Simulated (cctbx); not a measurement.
# Reading a Patterson map

Space group I4/mcm (no. 140), a = 7.5240 Å, b = 7.5240 Å, c = 14.0020 Å, α = 90.00°, β = 90.00°, γ = 90.00°, content Ho20 Gd4 Co8.

Simulated single-crystal data (cctbx): Mo Kα, λ = 0.71073 Å, to d = 0.77 Å, 95 % of the full sphere, strongest reflection 5000 counts, noise from counting, a 6 % proportional error and a noise floor of 8 counts (s.d.); no absorption.

Patterson synthesis, origin scaled to 1000:

```text
Patterson group I 4/m m m
      u       v       w   height  length (A)
  0.000   0.000   0.000   1000.0     0.00
  0.000   0.000   0.255    608.2     3.57
  0.000   0.316   0.500    324.6     7.39
  0.000   0.000   0.500    308.2     7.00
  0.159   0.341   0.126    299.0     3.34
  0.183   0.183   0.500    153.7     7.27
  0.000   0.319   0.240    149.9     4.13
  0.000   0.000   0.370    131.9     5.18
  0.000   0.292   0.129     79.6     2.85
  0.182   0.182   0.240     69.4     3.88
  0.207   0.207   0.128     45.8     2.84
  0.131   0.373   0.000     44.0     2.98
  0.127   0.373   0.250     34.7     4.59
  0.000   0.000   0.076      1.1     1.06
```

Q: Assign the vectors.

A peak at u stands for all pairs with xi − xj = u, with weight Σ ZiZj against Σ Z² = 111996 at the origin. Peak heights follow these weights only roughly, since form factors, motion and series ripples differ, all vectors within 0.55 Å of a peak are counted as merged into it though the farther ones add only part of their weight, and F(000) is left out, which lowers the whole map:

| u | v | w | shortest length (Å) | height | 1000 ΣZiZj/ΣZ² | pairs in the cell |
| --- | --- | --- | --- | --- | --- | --- |
| 0.000 | 0.000 | 0.255 | 3.57 | 608 | 627 | 8 × Ho–Ho, 8 × Ho–Gd |
| 0.000 | 0.316 | 0.500 | 4.01 | 325 | 347 | 8 × Ho–Ho, 4 × Co–Co |
| 0.000 | 0.000 | 0.500 | 5.32 | 308 | 307 | 4 × Ho–Ho, 4 × Gd–Gd |
| 0.159 | 0.341 | 0.126 | 3.34 | 299 | 313 | 4 × Ho–Ho, 4 × Ho–Gd |
| 0.183 | 0.183 | 0.500 | 3.37 | 154 | 173 | 4 × Ho–Ho, 2 × Co–Co |
| 0.000 | 0.319 | 0.240 | 4.13 | 150 | 160 | 4 × Ho–Ho |
| 0.000 | 0.000 | 0.370 | 5.18 | 132 | 258 | 16 × Ho–Co |
| 0.000 | 0.292 | 0.129 | 2.84 | 80 | 129 | 8 × Ho–Co |
| 0.182 | 0.182 | 0.240 | 3.88 | 69 | 80 | 2 × Ho–Ho |
| 0.207 | 0.207 | 0.128 | 2.84 | 46 | 65 | 4 × Ho–Co |

The table stops at ten peaks or at a height of 45, below which ripples compete. In the model behind the data Ho, the heaviest element, has 2 independent sites: (1/2, 1/2, 0) and (0.6586, 0.8414, 0.1299), up to an allowed shift of origin; the Ho–Ho vectors are differences of these positions and their symmetry mates. Elements of similar Z can't be told apart from the map alone. The whole model:

| atom | mult. | x | y | z | Ueq (Å²) |
| --- | --- | --- | --- | --- | --- |
| Ho1 | 4 | 1/2 | 1/2 | 0 | 0.0162 |
| Ho2 | 16 | 0.6586 | 0.8414 | 0.1299 | 0.0216 |
| Gd1 | 4 | 1/2 | 1/2 | 1/4 | 0.0256 |
| Co1 | 8 | 0.1342 | 0.3658 | 0 | 0.0266 |

This is a model crystal, built by substitution and not relaxed, with assumed displacement parameters.

[Logs are printed without paths, hosts, clocks, repeated set-up lines and the standing remarks that a program may print on its own settings, such as how far it seeks lower states.]
